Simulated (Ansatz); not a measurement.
# Nb2COS MXene monolayer in a perpendicular field, part 2 of 2

Wanted: the out-of-plane response of the Nb2COS MXene monolayer. A positive field points along +c.

Ansatz 0.2.0; plane-wave DFT, PBE-D3(BJ), Ansatz PAW.

So far. Step 2 (Relaxing the slab): The lattice constant a goes from 3.151 to 3.173 Å.

## (3) Atoms held, field 0

A sawtooth potential applies the field, turning back in the middle of the vacuum. With the dipole correction the typed value is the field outside the slab. The induced dipole is small, so the SCF threshold is tight.

The cell differs from the one that the last finished run ended in (c 41.759 → 23.178 Å).

input.yaml reads:

```yaml
crystal:
  lattice:
    - [3.173453693, 0.0, 0.0]
    - [-1.5867268465, 2.7482915159, 0.0]
    - [0.0, 0.0, 23.1780725033]
  atoms:
    - { symbol: S, position: [0.3333333333, 0.6666666667, 0.3882980346] }
    - { symbol: Nb, position: [0.6666666667, 0.3333333333, 0.4602279084] }
    - { symbol: C, position: [0.0, 0.0, 0.5133245807] }
    - { symbol: Nb, position: [0.3333333333, 0.6666666667, 0.5664503865] }
    - { symbol: O, position: [0.6666666667, 0.3333333333, 0.6117019654] }
kpoints:
  mp_grid: { grid: [18, 18, 1] }
  band_path:
    path: [[0, 0, 0], [0.5, 0, 0], [0.33333333, 0.33333333, 0], [0, 0, 0]]
    npoints: 16
hamiltonian:
  xc: pbe
  dispersion: d3bj
scf:
  occupations: { method: fermi_dirac, width: 0.02585 }
  convergence: { dr2_threshold: 1.0e-10 }
efield:
  axis: 3
  dipole_correction: true
  ramp_position: 0.97
  ramp_width: 0.06
  amplitude: 0
output:
  dos: { projected: true, e_range: [-6, 5] }
  write_potential: true
  write_density: true
  volumetric_format: npy
  elf: true
```

Run with:

```sh
ansatz run input.yaml --threads 2 --pin off --max-ram 3072MiB --backend cpu --events-out ev --progress --plain --runs-dir out
```

Numbers of over 12 decimals in the logs are rounded to 6 here.

The log of the run:

```text
[...]
Crystal: 5 atoms, lattice volume = 202.149 Å³
Basis set: ecut = 420 eV, 3941 PW (Γ)
Bands: 26, of which v1, the nominal top of the filled ones, is band 21 counted from 1 (20 counted from 0)
Symmetry: 6 space group operations
[...]
k-points: 37 of 324 (time reversal used)
[...]
SCF iter   1: F=—  HF=-10830.406882 eV  |F-HF|=—  |Δ(HF+E_count)|=         —  Δρ=4.56e-3  dr2=1.98e-1  ethr=1.77e-3  p=0.017 e·Å  D=1.49e-2 V/Å  ΔV_dip=-0.35 eV  dr2_dipole=5.26e-2  V_vac-E_F(+/−)=5.38/5.73 eV  ⟨swp⟩=9.5  Hψ=5969  notcnv=0
efield: sawtooth ramp at fractional position 0.9700 (set: `efield.ramp_position`, or a place that a band, a saddle search or an elastic batch's reference lends), width 0.0600; the density the first Hamiltonian is built on has a dipole p = 0.017 e·Å; the dipole correction subtracts the counter field D = 1.49e-2 V/Å, which shifts the + side's vacuum level by -0.35 eV against the − side's; the planar-averaged density in the ramp window peaks in size at 1.2e-5 e/Å³
[...]
SCF iter   2: F=—  HF=-10830.401593 eV  |F-HF|=—  |Δ(HF+E_count)|=   5.29e-3  Δρ=3.58e-3  dr2=9.11e-2  ethr=4.72e-4  p=-0.014 e·Å  D=-1.26e-2 V/Å  ΔV_dip=0.29 eV  dr2_dipole=1.15e-2  V_vac-E_F(+/−)=5.72/5.43 eV  ⟨swp⟩=2.2  Hψ=1486  notcnv=0  defer=18
[...]
SCF iter  10: F=-10830.394149 eV  HF=-10830.394149 eV  |F-HF|=1.64e-11  |Δ(HF+E_count)|=  1.29e-10  Δρ=1.46e-7  dr2=6.01e-11  ethr=1.00e-12  p=-0.007 e·Å  D=-6.61e-3 V/Å  ΔV_dip=0.15 eV  dr2_dipole=6.75e-19  V_vac-E_F(+/−)=5.64/5.49 eV  ⟨swp⟩=2.8  Hψ=2037  notcnv=0
SCF 1 converged in 10 iterations: F = -10830.394149 eV  dr2 = 6.01e-11
[...]
NSCF: frozen V_eff on 49 k-points
efield: sawtooth ramp at fractional position 0.9700 (kept from the solve that this one continues, or follows in the run), width 0.0600; the density the first Hamiltonian is built on has a dipole p = -0.007 e·Å; the dipole correction subtracts the counter field D = -6.61e-3 V/Å, which shifts the + side's vacuum level by +0.15 eV against the − side's; the planar-averaged density in the ramp window peaks in size at 1.5e-6 e/Å³
[...]
SCF converged after 10 iterations
Free energy (F): -10830.394149 eV
[...]
Internal energy: -10830.391398 eV  (E = F + TS)
E sigma→0 (E₀):  -10830.392773 eV
Entropy (-TS):   -0.002751 eV (-0.550 meV/atom)
Fermi energy:    0.869460 eV
Dipole field:    D = -0.006606 V/Å  (p = -0.007380 e·Å, saw-weighted, corrected)
Work function:   Φ+ = 5.6424 eV   Φ− = 5.4893 eV
Levels:          The Fermi level and band energies are counted from a zero that moves with the ramp; work functions are not
[...]
--- Band table (eV; the first three rows and the last of 37) ---
  k-point 0: bands = [... 17 lower, -1.4082, 0.1338, 0.1338, 0.4783, 0.4783, 0.7248, 2.1785, 2.1785, ... 1 higher]
  k-point 1: bands = [... 17 lower, -1.3369, -0.2818, -0.1394, 0.4353, 0.7583, 1.0089, 2.1878, 2.2264, ... 1 higher]
  k-point 2: bands = [... 17 lower, -1.4482, -0.7663, -0.4517, 0.2098, 1.0702, 1.3930, 2.2194, 2.4155, ... 1 higher]
  k-point 36: bands = [... 17 lower, -3.1098, -2.6646, -2.4453, 1.4121, 1.6359, 2.3080, 2.9679, 3.4143, ... 1 higher]
```

The job ended after 11 s (2 threads of Intel Xeon Platinum 8375C at 2.90GHz (Ice Lake), shared host; peak memory 0.61 GiB).

The column dr2 measures how far the density is from self-consistency, as an energy; F and HF (Harris–Foulkes) agree once it is small.

This step gave:

```yaml
energy_at_zero_smearing: -10830.3928 eV
work_function_upper_face: 5.642 eV
work_function_lower_face: 5.489 eV
dipole_along_the_normal: -0.007380 e·Å
step_between_the_vacuum_levels: 0.1531 eV
```

Running mean over a fixed 2.8 Å (it still follows the layers) of the planar mean; the ramp of the sawtooth is left out. The electron's electrostatic potential energy less the Fermi level by z:

z (Å), electron's electrostatic potential energy less the Fermi level (eV) and a bar from the least value:
```
      3.0        5.5 ##############################
      3.5        5.5 ##############################
      4.0        5.5 ##############################
      4.5        5.5 ##############################
      5.0        5.5 ##############################
      5.5        5.5 ##############################
      6.0        5.5 ##############################
      6.5        5.3 ##############################
      7.0        4.7 #############################
      7.5        2.7 ##########################
      8.0        0.3 ######################
      8.5       -1.8 ###################
      9.0       -4.9 ##############
      9.5       -9.1 ########
     10.0      -11.4 ####
     10.5      -11.8 ###
     11.0      -12.2 ###
     11.5      -13.4 #
     12.0      -14.0 
     12.5      -13.4 #
     13.0      -13.0 ##
     13.5      -11.2 ####
     14.0       -8.5 ########
     14.5       -4.2 ###############
     15.0        0.1 ######################
     15.5        3.2 ##########################
     16.0        5.1 #############################
     16.5        5.6 ##############################
     17.0        5.6 ##############################
     17.5        5.6 ##############################
     18.0        5.6 ##############################
     18.5        5.6 ##############################
     19.0        5.6 ##############################
     19.5        5.6 ##############################
     20.0        5.6 ##############################
```

The density of states has structure finer than the step of the table below, so its rows give means over 0.25 eV, whole bins alone (the curve runs from -6 to 1.99 eV). Peaks (eV: height): -5.860: 10.6, -5.700: 26.1, -4.480: 9.87, -3.770: 9.75, -3.520: 10.9, -2.420: 11.3, 1.660: 8.43.

Table of density of states by energy, zero at the Fermi level; means over each step:

```tsv
energy (eV)	density of states (states/eV a cell)
-5.75	7.41
-5.50	4.35
-5.25	4.13
-5.00	3.19
-4.75	5.36
-4.50	5.70
-4.25	3.90
-4.00	3.59
-3.75	6.54
-3.50	5.10
-3.25	1.40
-3.00	1.48
-2.75	1.97
-2.50	3.82
-2.25	2.36
-2.00	1.98
-1.75	1.79
-1.50	1.52
-1.25	1.56
-1.00	1.53
-0.75	1.90
-0.50	1.41
-0.25	0.765
0.00	1.49
0.25	1.72
0.50	1.33
0.75	1.49
1.00	1.58
1.25	3.58
1.50	3.89
1.75	4.36
```

Projected DOS per atom over height of the atomic layer and energy from the Fermi level. Layers: S Nb C Nb O from below.

Ten even steps from '0' (0.10 states/eV) to '9' (2.02 states/eV), each cell a mean:
```
04080
06090
03040
01020
01020
11020
00010
12020
11010
21000
32000
51000
81201
30001
21101
57527
23326
54425
44435
22235
01356
11258
```
Columns: height of the atomic layer (Å) from 9 to 14.2 (not evenly spaced); rows upwards: energy from the Fermi level (eV) from -5.96 to 1.96.

The electronic bands at the labelled points (eV, zero at the Fermi level):

```tsv
point	band 18	band 19	band 20	band 21	band 22	band 23	band 24	band 25
Γ	-2.28	-0.74	-0.74	-0.39	-0.39	-0.14	1.31	1.31
halfway	-3.50	-2.21	-1.62	-1.37	0.75	1.19	1.53	2.46
M	-3.63	-2.40	-1.78	-1.49	1.17	1.98	2.44	2.84
halfway	-3.75	-3.20	-2.61	-0.53	1.42	1.50	2.46	2.83
K	-3.98	-3.53	-3.31	0.54	0.77	1.44	2.10	2.54
halfway	-3.34	-2.81	-2.07	-0.42	-0.07	1.72	2.15	2.28
Γ	-2.28	-0.74	-0.74	-0.39	-0.39	-0.14	1.31	1.31
```

Electrostatic potential energy in the ca plane at fractional y = 0.333, with atoms of Nb and O within 0.2 Å of it. With pseudopotentials it is smooth inside the atoms' cores, unlike the true potential.

Ten even steps from '0' (-49 eV) to '9' (7 eV), each cell a mean:
```
99999999999999999999987423688888877999999999
99999999999999999999984000278888721499999999
99999999999999999999972000168998600289999999
99999999999999999999984000278888732599999999
99999999999999999999887534688877788999999999
99999999999999999988788878888765688999999999
99999999999999999987788888888754578999999999
99999999999999999998888877888766688999999999
```
Columns run along c (16.0 Å, from fractional 0.08 to 0.77 of the cell; values clipped at the 3rd and 97th percentile), rows up along a (3.2 Å). Atoms in or near the plane, at fractional coordinates: Nb at (0.46, 0.67), O at (0.61, 0.67).

Valence density in the ca plane at fractional y = 0.333, with atoms of Nb and O within 0.2 Å of it. It is the smooth field of the valence electrons, not physical close to the nuclei.

Values in e/Å³, 5 rows by 16 columns, each cell a mean:
```
0.0 0.0 0.1 0.2 1.2 2.1 0.3 0.3 1.5 0.4 0.0 0.0 0.0 0.0 0.0 0.0
0.0 0.0 0.0 0.1 2.6 4.1 0.3 0.3 4.8 1.2 0.0 0.0 0.0 0.0 0.0 0.0
0.0 0.0 0.1 0.2 1.3 2.2 0.3 0.3 1.7 0.4 0.0 0.0 0.0 0.0 0.0 0.0
0.0 0.0 0.1 0.5 0.3 0.4 0.5 0.6 0.3 0.1 0.0 0.0 0.0 0.0 0.0 0.0
0.0 0.0 0.1 0.5 0.3 0.3 0.5 0.6 0.3 0.0 0.0 0.0 0.0 0.0 0.0 0.0
```
Columns run along c (16.0 Å, from fractional 0.24 to 0.93 of the cell), rows up along a (3.2 Å). Atoms in or near the plane, at fractional coordinates: Nb at (0.46, 0.67), O at (0.61, 0.67).

ELF in the ca plane at fractional y = 0.333, with atoms of Nb and O within 0.2 Å of it. It is the smooth field of the valence electrons, not physical close to the nuclei.

Ten even steps from '0' (0.00) to '9' (0.82), each cell a mean:
```
00000000000000001346642576334311379863100000
00000000000000000012215878722213898996200000
00000000000000000001116836831214875997310000
00000000000000000012325888622213799996200000
00000000000000002356752465235311368863100000
00000000000000024789985222476323212210000000
00000000000000136899986324687334310000000000
00000000000000014789984222466322223320000000
```
Columns run along c (16.0 Å, from fractional 0.08 to 0.77 of the cell), rows up along a (3.2 Å). Atoms in or near the plane, at fractional coordinates: Nb at (0.46, 0.67), O at (0.61, 0.67).

The work function of the upper face is 5.64 eV.

## (4) Single point, field 0.1 V/Å

Changes to input.yaml since step 3:

```diff
@@ -27,5 +27,4 @@
   ramp_width: 0.06
-  amplitude: 0
+  amplitude: 0.1
 output:
-  dos: { projected: true, e_range: [-6, 5] }
   write_potential: true
@@ -33,2 +32 @@
   volumetric_format: npy
-  elf: true
```

The log of the run:

```text
[...]
Crystal: 5 atoms, lattice volume = 202.149 Å³
Basis set: ecut = 420 eV, 3941 PW (Γ)
Bands: 26, of which v1, the nominal top of the filled ones, is band 21 counted from 1 (20 counted from 0)
Symmetry: 6 space group operations
[...]
k-points: 37 of 324 (time reversal used)
[...]
k-point 0: bands = [... 17 lower, -1.4329, 0.1180, 0.1180, 0.4576, 0.4576, 0.7084, 2.1615, 2.1615, ... 1 higher]
  k-point 1: bands = [... 17 lower, -1.3602, -0.3007, -0.1577, 0.4172, 0.7399, 0.9922, 2.1707, 2.2094, ... 1 higher]
  k-point 2: bands = [... 17 lower, -1.4669, -0.7901, -0.4716, 0.1919, 1.0528, 1.3760, 2.2023, 2.3984, ... 1 higher]
  k-point 36: bands = [... 17 lower, -3.1160, -2.6851, -2.4752, 1.3945, 1.6212, 2.2913, 2.9480, 3.3938, ... 1 higher]
[key lines of the parts left out:]
SCF converged after 13 iterations
Free energy (F): -10830.395012 eV
Fermi energy:    0.851709 eV
Dipole field:    D = 0.022062 V/Å  (p = 0.024646 e·Å, saw-weighted, corrected)
```

Wall time 14 s (2 threads); peak memory 0.58 GiB.

The dipole is 0.0246 e·Å, 0.0320 e·Å from its value without field.

## (5) Single point, field -0.1 V/Å

Changes to input.yaml since step 4:

```diff
@@ -27,3 +27,3 @@
   ramp_width: 0.06
-  amplitude: 0.1
+  amplitude: -0.1
 output:
```

The log of the run:

```text
[...]
Crystal: 5 atoms, lattice volume = 202.149 Å³
Basis set: ecut = 420 eV, 3941 PW (Γ)
Bands: 26, of which v1, the nominal top of the filled ones, is band 21 counted from 1 (20 counted from 0)
Symmetry: 6 space group operations
[...]
k-points: 37 of 324 (time reversal used)
[...]
k-point 0: bands = [... 17 lower, -1.3840, 0.1490, 0.1490, 0.4984, 0.4984, 0.7406, 2.1950, 2.1950, ... 1 higher]
  k-point 1: bands = [... 17 lower, -1.3140, -0.2635, -0.1217, 0.4530, 0.7762, 1.0251, 2.2044, 2.2429, ... 1 higher]
  k-point 2: bands = [... 17 lower, -1.4300, -0.7430, -0.4323, 0.2271, 1.0870, 1.4094, 2.2359, 2.4320, ... 1 higher]
  k-point 36: bands = [... 17 lower, -3.1042, -2.6443, -2.4159, 1.4291, 1.6499, 2.3241, 2.9872, 3.4342, ... 1 higher]
[key lines of the parts left out:]
SCF converged after 13 iterations
Free energy (F): -10830.396487 eV
Fermi energy:    0.886645 eV
Dipole field:    D = -0.035253 V/Å  (p = -0.039382 e·Å, saw-weighted, corrected)
```

Elapsed: 13 s, on 2 threads; peak memory 0.58 GiB.

The dipole is -0.0394 e·Å, -0.0320 e·Å from its value without field.

## (6) Response, atoms held

This step: plane-wave DFT, PBE-D3(BJ), Ansatz PAW; response to a field along the normal, atoms held (Ansatz 0.2.0).

The dipoles give the slope, and the difference of two potentials shows where the field is screened.

This step gave:

```
equivalent conductor thickness p/(ε₀AE) : 6.642 Å
distance between the outer atoms        : 5.178 Å
```

Table of dipole of the cell by applied field:

```tsv
applied field (V/Å)	dipole of the cell (e·Å)
-0.1000	-0.0394
0.0000	-0.00738
0.1000	0.0246
```

Local field over the applied field, running mean. From the potentials at -0.1 and 0.1 V/Å; running mean over 2.5 Å. Table of local field over applied field by z:

```tsv
z (Å)	local field over applied field
4.5	0.999
5.0	0.997
5.5	0.991
6.0	0.974
6.5	0.928
7.0	0.828
7.5	0.672
8.0	0.495
8.5	0.315
9.0	0.164
9.5	0.0747
10.0	0.0376
10.5	0.0236
11.0	0.0215
11.5	0.0247
12.0	0.0256
12.5	0.0335
13.0	0.0671
13.5	0.139
14.0	0.264
14.5	0.428
15.0	0.606
15.5	0.768
16.0	0.894
16.5	0.963
17.0	0.989
17.5	0.997
18.0	0.999
18.5	1.000
19.0	1.000
```

Electrons, planar mean, per unit field. Induced electron density against z:

z (Å), induced electron density (e/Å³ per V/Å) and a bar from the least value:
```
      4.5    0.00000 ##############
      5.0    0.00001 ##############
      5.5    0.00004 ##############
      6.0    0.00012 ###############
      6.5    0.00034 ################
      7.0    0.00095 ##################
      7.5    0.00229 ########################
      8.0    0.00372 ##############################
      8.5    0.00228 ########################
      9.0    0.00086 ##################
      9.5    0.00051 ################
     10.0   -0.00055 ############
     10.5    0.00006 ##############
     11.0    0.00010 ###############
     11.5    0.00029 ###############
     12.0   -0.00011 ##############
     12.5   -0.00051 ############
     13.0    0.00001 ##############
     13.5   -0.00034 #############
     14.0   -0.00199 ######
     14.5   -0.00267 ###
     15.0   -0.00330 
     15.5   -0.00149 ########
     16.0   -0.00051 ############
     16.5   -0.00015 #############
     17.0   -0.00004 ##############
     17.5   -0.00001 ##############
     18.0    0.00000 ##############
     18.5    0.00000 ##############
     19.0    0.00000 ##############
```

By hand: between -0.1 and 0.1 V/Å the dipole changes by 0.06403 e·Å, a slope of 0.3201 e·Å²/V. A perfect conductor of thickness t has p = ε₀AEt, so t = 180.95 × 0.3201 / 8.722 = 6.64 Å (e/ε₀ = 180.95 V·Å, A in Å²).

The induced dipole is that of a conductor 6.64 Å thick.

## (7) What came out

```
gap without field                          : none
work function, upper face                  : 5.64 eV
step between the vacuum levels             : 0.153 eV
equivalent conductor thickness, atoms held : 6.64 Å
```

What this shows: The induced dipole equals that of a perfect conductor 6.64 Å thick, while the outer atoms lie 5.18 Å apart. The two faces differ: the vacuum level above lies 0.15 eV higher than the one below. There is no gap over 0.03 eV, with or without the field. The main runs have no spin polarisation; a magnetic state could lie lower and would change these results. Spin-orbit coupling is left out. The MXene's terminations sit over the metal atoms of its far layer; the site over carbon or nitrogen, which some compounds prefer, was not run.

[Logs are printed without paths, hosts, clocks, repeated set-up lines and the standing remarks that a program may print on its own settings, such as how far it seeks lower states.]

[Hosts, paths, dates, database ids (printed as entryN), source tags and the programs' standing remarks are cut or masked in the printed files.]

[Maps of the electrostatic potential energy from Ansatz leave out the sawtooth potential of an applied field or a dipole correction, so their vacuum need not be flat; planar profiles and work functions include it.]
